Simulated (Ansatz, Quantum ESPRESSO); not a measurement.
# TbAl3 (Pm-3m): zone-centre phonons, part 2 of 3

Aim: the zone-centre modes of TbAl3 (Pm-3m).

Quantum ESPRESSO 7.5; DFT PBEsol, scalar-relativistic, plane waves, PseudoDojo norm-conserving, 4f in core pseudopotentials.

So far. Step 2 (A probe with smearing): No gap opens on this mesh, so smearing is kept; the start stands at -1.0 GPa. Step 4 (Self-consistent run for the response): The cell stands at -0.047 GPa, close enough for phonons. The relaxed cell has a = 4.217 Å (conventional setting).

### Step 5. Zone-centre response

At q = 0 one unit cell holds all displacements; symmetry groups them into irreducible representations that are solved one by one. With smeared occupations no response to a homogeneous field can be asked.

ph.in reads:

```
phonons
 &inputph
    prefix='x',
    outdir='./tmp',
    fildyn='g.dyn',
    tr2_ph=1.0d-18,
    alpha_mix(1)=0.4,
    nmix_ph=8,
 /
0.000000000 0.000000000 0.000000000
```

Command:

```console
OMP_NUM_THREADS=1 mpirun -n 4 ph.x -nk 4 -in ph.in > ph.out
```

Output:

```text
[banners, grids, parts of the stress and lines that vanish by symmetry left out]
[banner, memory and clock lines left out]
Program PHONON v.7.5

     ./tmp/x.save/

     IMPORTANT: XC functional enforced from input :
     Exchange-correlation= PBESOL
                           (   1   4  10   8   0   0   0)
     Any further DFT definition will be discarded
     Please, verify this is what you really want

     G-vector sticks info

     Reading collected, re-writing distributed wavefunctions in ./tmp/

     Number and degeneracy of irreps per q-point
       N         xq(1)         xq(2)         xq(3)   N irreps
       1   0.000000000   0.000000000   0.000000000       4
        3   3   3   3

     Calculation of q =    0.0000000   0.0000000   0.0000000

     phonons

     bravais-lattice index     =            0
     lattice parameter (alat)  =       7.9683  a.u.
     unit-cell volume          =     505.9311 (a.u.)^3
     number of atoms/cell      =            4
     number of atomic types    =            2
     kinetic-energy cut-off    =      42.0000  Ry
     charge density cut-off    =     168.0000  Ry
     convergence threshold     =      1.0E-18
     beta                      =       0.4000
     number of iterations used =            8
     Exchange-correlation= PBESOL
                           (   1   4  10   8   0   0   0)

     celldm(1)=    7.96827  celldm(2)=    0.00000  celldm(3)=    0.00000
     celldm(4)=    0.00000  celldm(5)=    0.00000  celldm(6)=    0.00000

     crystal axes: (cart. coord. in units of alat)
               a(1) = (  1.0000  0.0000  0.0000 )
               a(2) = (  0.0000  1.0000  0.0000 )
               a(3) = (  0.0000  0.0000  1.0000 )

     reciprocal axes: (cart. coord. in units 2 pi/alat)
               b(1) = (  1.0000  0.0000  0.0000 )
               b(2) = (  0.0000  1.0000  0.0000 )
               b(3) = (  0.0000  0.0000  1.0000 )

     Atoms inside the unit cell:

     Cartesian axes

     site n.  atom      mass           positions (alat units)
        1  Tb    158.9254   tau(    1) = (    0.00000    0.00000    0.00000  )
        2  Al     26.9815   tau(    2) = (    0.50000    0.50000    0.00000  )
        3  Al     26.9815   tau(    3) = (    0.50000    0.00000    0.50000  )
        4  Al     26.9815   tau(    4) = (    0.00000    0.50000    0.50000  )

     Computing dynamical matrix for
                    q = (   0.0000000   0.0000000   0.0000000 )

     49 Sym.Ops. (with q -> -q+G )

     G cutoff =  270.1949  (  18805 G-vectors)     FFT grid: ( 36, 36, 36)

     number of k points=    35  Marzari-Vanderbilt smearing, width (Ry)=  0.0200
                       cart. coord. in units 2pi/alat
        k(    1) = (   0.0000000   0.0000000   0.0000000), wk =   0.0039062
        k(    2) = (   0.0000000   0.0000000   0.1250000), wk =   0.0234375
        k(    3) = (   0.0000000   0.0000000   0.2500000), wk =   0.0234375
        [... further k-points left out ...]

     PseudoPot. # 1 for Tb read from file:
     ./pseudo/Tb.upf
     Pseudo is Norm-conserving + core correction, Zval = 11.0
     Using radial grid of 1792 points,  7 beta functions with:
                l(1) =   0
                l(2) =   0
                l(3) =   1
                l(4) =   1
                l(5) =   2
                l(6) =   2
                l(7) =   3

     PseudoPot. # 2 for Al read from file:
     ./pseudo/Al.upf
     Pseudo is Norm-conserving + core correction, Zval =  3.0
     Using radial grid of 1876 points,  6 beta functions with:
                l(1) =   0
                l(2) =   0
                l(3) =   1
                l(4) =   1
                l(5) =   2
                l(6) =   2

     Mode symmetry, O_h (m-3m)  point group:

     Atomic displacements:
     There are    4 irreducible representations

     Representation     1      3 modes -  To be done

     Representation     2      3 modes -  To be done

     Representation     3      3 modes -  To be done

     Representation     4      3 modes -  To be done

     Alpha used in Ewald sum =   1.6000

     Representation #   1 modes #   1   2   3

     Self-consistent Calculation
      thresh= 1.000E-02 alpha_mix =  0.400 |ddv_scf|^2 =  4.467E-08
      thresh= 2.114E-05 alpha_mix =  0.400 |ddv_scf|^2 =  4.016E-10
      thresh= 2.004E-06 alpha_mix =  0.400 |ddv_scf|^2 =  1.113E-10
      thresh= 1.055E-06 alpha_mix =  0.400 |ddv_scf|^2 =  5.636E-12
      thresh= 2.374E-07 alpha_mix =  0.400 |ddv_scf|^2 =  1.135E-14
      thresh= 1.065E-08 alpha_mix =  0.400 |ddv_scf|^2 =  1.368E-15
      thresh= 3.699E-09 alpha_mix =  0.400 |ddv_scf|^2 =  5.464E-17
      thresh= 7.392E-10 alpha_mix =  0.400 |ddv_scf|^2 =  3.684E-19

     End of self-consistent calculation

     Convergence has been achieved

     Representation #   2 modes #   4   5   6

     Self-consistent Calculation
      thresh= 1.000E-02 alpha_mix =  0.400 |ddv_scf|^2 =  4.963E-08
      thresh= 2.228E-05 alpha_mix =  0.400 |ddv_scf|^2 =  3.318E-10
      thresh= 1.822E-06 alpha_mix =  0.400 |ddv_scf|^2 =  1.049E-10
      thresh= 1.024E-06 alpha_mix =  0.400 |ddv_scf|^2 =  1.803E-12
      thresh= 1.343E-07 alpha_mix =  0.400 |ddv_scf|^2 =  4.224E-14
      thresh= 2.055E-08 alpha_mix =  0.400 |ddv_scf|^2 =  1.123E-15
[...]
End of self-consistent calculation

     Convergence has been achieved

     Representation #   3 modes #   7   8   9

     Self-consistent Calculation
[...]
End of self-consistent calculation

     Convergence has been achieved

     Representation #   4 modes #  10  11  12

     Self-consistent Calculation
[...]
thresh= 3.858E-06 alpha_mix =  0.400 |ddv_scf|^2 =  3.817E-10
      thresh= 1.954E-06 alpha_mix =  0.400 |ddv_scf|^2 =  1.796E-11
      thresh= 4.238E-07 alpha_mix =  0.400 |ddv_scf|^2 =  2.980E-13
      thresh= 5.459E-08 alpha_mix =  0.400 |ddv_scf|^2 =  6.416E-15
      thresh= 8.010E-09 alpha_mix =  0.400 |ddv_scf|^2 =  1.645E-16
      thresh= 1.282E-09 alpha_mix =  0.400 |ddv_scf|^2 =  1.263E-17
      thresh= 3.554E-10 alpha_mix =  0.400 |ddv_scf|^2 =  1.220E-20

     End of self-consistent calculation

     Convergence has been achieved

     Number of q in the star =    1
     List of q in the star:
          1   0.000000000   0.000000000   0.000000000

     Diagonalizing the dynamical matrix

     q = (    0.000000000   0.000000000   0.000000000 )

 **************************************************************************
     freq (    1) =      -0.121610 [THz] =      -4.056484 [cm-1]
     freq (    2) =      -0.121610 [THz] =      -4.056484 [cm-1]
     freq (    3) =      -0.121610 [THz] =      -4.056484 [cm-1]
     freq (    4) =       5.345515 [THz] =     178.307199 [cm-1]
     freq (    5) =       5.345515 [THz] =     178.307199 [cm-1]
     freq (    6) =       5.345515 [THz] =     178.307199 [cm-1]
     freq (    7) =       7.544538 [THz] =     251.658686 [cm-1]
     freq (    8) =       7.544538 [THz] =     251.658686 [cm-1]
     freq (    9) =       7.544538 [THz] =     251.658686 [cm-1]
     freq (   10) =       8.486151 [THz] =     283.067543 [cm-1]
     freq (   11) =       8.486151 [THz] =     283.067543 [cm-1]
     freq (   12) =       8.486151 [THz] =     283.067543 [cm-1]
 **************************************************************************

     Mode symmetry, O_h (m-3m)  point group:

     freq (   1-   3) =         -4.1  [cm-1]   --> T_1u G_15  G_4- I
     freq (   4-   6) =        178.3  [cm-1]   --> T_1u G_15  G_4- I
     freq (   7-   9) =        251.7  [cm-1]   --> T_2u G_25  G_5-
     freq (  10-  12) =        283.1  [cm-1]   --> T_1u G_15  G_4- I
```

It took 2.6 min on 4 MPI ranks of Arm Neoverse V1, shared host; 10 min of CPU time.

This step gave:

- largest acoustic frequency at the zone centre before the sum rule: -4.06 cm⁻¹
- highest optical zone-centre mode (no LO-TO term): 283.1 cm⁻¹
- lowest optical zone-centre mode: 178.3 cm⁻¹

The acoustic modes at Γ come out as far as 4.1 cm⁻¹ from zero, where they should vanish, a small numerical error.

### Step 6. Modes with the sum rule

A rigid shift of the crystal must cost nothing, but grids and finite bases break this; the acoustic sum rule is imposed before the matrix is diagonalised again.

dynmat.in reads:

```
 &input
    fildyn='g.dyn',
    asr='simple',
    fileig='dynmat.eig',
 /
```

Command:

```console
dynmat.x -in dynmat.in > dynmat.out
```

Output:

```text
[banner, memory and clock lines left out]
Program DYNMAT v.7.5

     Reading Dynamical Matrix from file g.dyn
     ...Force constants read
     ...epsilon and Z* not read (not found on file)
     A direction for q was not specified:TO-LO splitting will be absent

     Polarizability (A^3 units)
     multiply by 1.000000 for Clausius-Mossotti correction
         0.000000    0.000000    0.000000
         0.000000    0.000000    0.000000
         0.000000    0.000000    0.000000

     IR activities are in (D/A)^2/amu units

# mode   [cm-1]    [THz]      IR
    1     -0.00   -0.0000    0.0000
    2     -0.00   -0.0000    0.0000
    3      0.00    0.0000    0.0000
    4    178.33    5.3463    0.0000
    5    178.33    5.3463    0.0000
    6    178.33    5.3463    0.0000
    7    251.67    7.5449    0.0000
    8    251.67    7.5449    0.0000
    9    251.67    7.5449    0.0000
   10    283.08    8.4866    0.0000
   11    283.08    8.4866    0.0000
   12    283.08    8.4866    0.0000

[end of the log left out, with the tail of the file of modes that dynmat.x writes under the same name]
```

The job ended after 0.46 s (1 thread).

Unit eigenvectors of the mass-weighted matrix after the sum rule; no LO-TO term. Modes at Γ, with each element's share of the kinetic energy:

| mode | frequency (cm⁻¹) | symmetry | Tb % | Al % |
| --- | --- | --- | --- | --- |
| 1 | 0.0 | acoustic | 66 | 34 |
| 2 | 0.0 | acoustic | 66 | 34 |
| 3 | 0.0 | acoustic | 66 | 34 |
| 4 | 178.3 | T1u | 17 | 83 |
| 5 | 178.3 | T1u | 17 | 83 |
| 6 | 178.3 | T1u | 17 | 83 |
| 7 | 251.7 | T2u | 0 | 100 |
| 8 | 251.7 | T2u | 0 | 100 |
| 9 | 251.7 | T2u | 0 | 100 |
| 10 | 283.1 | T1u | 17 | 83 |
| 11 | 283.1 | T1u | 17 | 83 |
| 12 | 283.1 | T1u | 17 | 83 |

Displacements in mode 6 (178.3 cm⁻¹), the largest set to 1:
```
Tb1 -0.05 -0.01 -0.19
Al2  0.01  0.00  1.00
Al3  0.01  0.05  0.05
Al4  0.26  0.00  0.05
```

Displacements in mode 11 (283.1 cm⁻¹), the largest set to 1:
```
Tb1  0.00  0.00 -0.27
Al2  0.00  0.00 -0.41
Al3  0.00  0.00  1.00
Al4  0.00  0.00  1.00
```

The rule moves no optical mode by more than 0.1 cm⁻¹.

### Step 7. Sum rules set otherwise: a sum rule for molecules or wires on a crystal

This rule also removes rotations, which suits molecules and not a crystal; it is tried to see the harm.

dynmat.in reads:

```
 &input
    fildyn='g.dyn',
    asr='zero-dim',
    fileig='dynmat.eig',
 /
```

Command:

```console
dynmat.x -in dynmat.in > dynmat.out
```

Output:

```text
[banner, memory and clock lines left out]
Program DYNMAT v.7.5

     Reading Dynamical Matrix from file g.dyn
     ...Force constants read
     ...epsilon and Z* not read (not found on file)
     Acoustic Sum Rule: || Z*(ASR) - Z*(orig)|| =    0.000000E+00
     Acoustic Sum Rule: ||dyn(ASR) - dyn(orig)||=    3.230639E-01
     A direction for q was not specified:TO-LO splitting will be absent

     Polarizability (A^3 units)
     multiply by 1.000000 for Clausius-Mossotti correction
         0.000000    0.000000    0.000000
         0.000000    0.000000    0.000000
         0.000000    0.000000    0.000000

     IR activities are in (D/A)^2/amu units

# mode   [cm-1]    [THz]      IR
    1     -0.00   -0.0000    0.0000
    2     -0.00   -0.0000    0.0000
    3      0.00    0.0000    0.0000
    4      0.00    0.0000    0.0000
    5      0.00    0.0000    0.0000
    6      0.00    0.0000    0.0000
    7    178.27    5.3444    0.0000
    8    232.86    6.9810    0.0000
    9    232.86    6.9810    0.0000
   10    283.05    8.4855    0.0000
   11    309.93    9.2914    0.0000
   12    309.93    9.2914    0.0000

[end of the log left out, with the tail of the file of modes that dynmat.x writes under the same name]
```

Run time: 0.46 s. Hardware: 1 thread.

The program raised no error, yet the settings are not those of a careful run.

The fault: a sum rule for molecules or wires on a crystal; 3 optical modes are projected out to zero frequency, as if they were rotations.

For a crystal the rule has to be 'simple' or 'crystal'.

Zone-centre frequencies as printed; negative means imaginary. Modes:

| mode | frequency (cm⁻¹) |
| --- | --- |
| 1 | 0 |
| 2 | 0 |
| 3 | 0 |
| 4 | 0 |
| 5 | 0 |
| 6 | 0 |
| 7 | 178.3 |
| 8 | 232.9 |
| 9 | 232.9 |
| 10 | 283.1 |
| 11 | 309.9 |
| 12 | 309.9 |

### Step 8. Sum rules set otherwise (asr crystal)

The rule can be imposed in more than one way; the choices should agree where the raw error is small.

dynmat.in reads:

```
 &input
    fildyn='g.dyn',
    asr='crystal',
    fileig='dynmat.eig',
 /
```

Command:

```console
dynmat.x -in dynmat.in > dynmat.out
```

Output:

```text
[banner, memory and clock lines left out]
Program DYNMAT v.7.5

     Reading Dynamical Matrix from file g.dyn
     ...Force constants read
     ...epsilon and Z* not read (not found on file)
     Acoustic Sum Rule: || Z*(ASR) - Z*(orig)|| =    0.000000E+00
     Acoustic Sum Rule: ||dyn(ASR) - dyn(orig)||=    2.944475E-04
     A direction for q was not specified:TO-LO splitting will be absent

     Polarizability (A^3 units)
     multiply by 1.000000 for Clausius-Mossotti correction
         0.000000    0.000000    0.000000
         0.000000    0.000000    0.000000
         0.000000    0.000000    0.000000

     IR activities are in (D/A)^2/amu units

# mode   [cm-1]    [THz]      IR
    1     -0.00   -0.0000    0.0000
    2      0.00    0.0000    0.0000
    3      0.00    0.0000    0.0000
    4    178.27    5.3444    0.0000
    5    178.27    5.3444    0.0000
    6    178.27    5.3444    0.0000
    7    251.66    7.5445    0.0000
    8    251.66    7.5445    0.0000
    9    251.66    7.5445    0.0000
   10    283.05    8.4855    0.0000
   11    283.05    8.4855    0.0000
   12    283.05    8.4855    0.0000

[end of the log left out, with the tail of the file of modes that dynmat.x writes under the same name]
```

It took 0.46 s on 1 thread.

Zone-centre frequencies as printed; negative means imaginary. Modes:

| mode | frequency (cm⁻¹) |
| --- | --- |
| 1 | 0 |
| 2 | 0 |
| 3 | 0 |
| 4 | 178.3 |
| 5 | 178.3 |
| 6 | 178.3 |
| 7 | 251.7 |
| 8 | 251.7 |
| 9 | 251.7 |
| 10 | 283.1 |
| 11 | 283.1 |
| 12 | 283.1 |

Against the first rule no mode moves by more than 0.1 cm⁻¹.

(Continued in part 3 of 3.)

[Host names and launcher messages were left out of these logs when they were recorded.]

[Logs are printed without paths, hosts, clocks, repeated set-up lines and the standing remarks that a program may print on its own settings, such as how far it seeks lower states.]

[Hosts, paths, dates, database ids (printed as entryN), source tags and the programs' standing remarks are cut or masked in the printed files.]
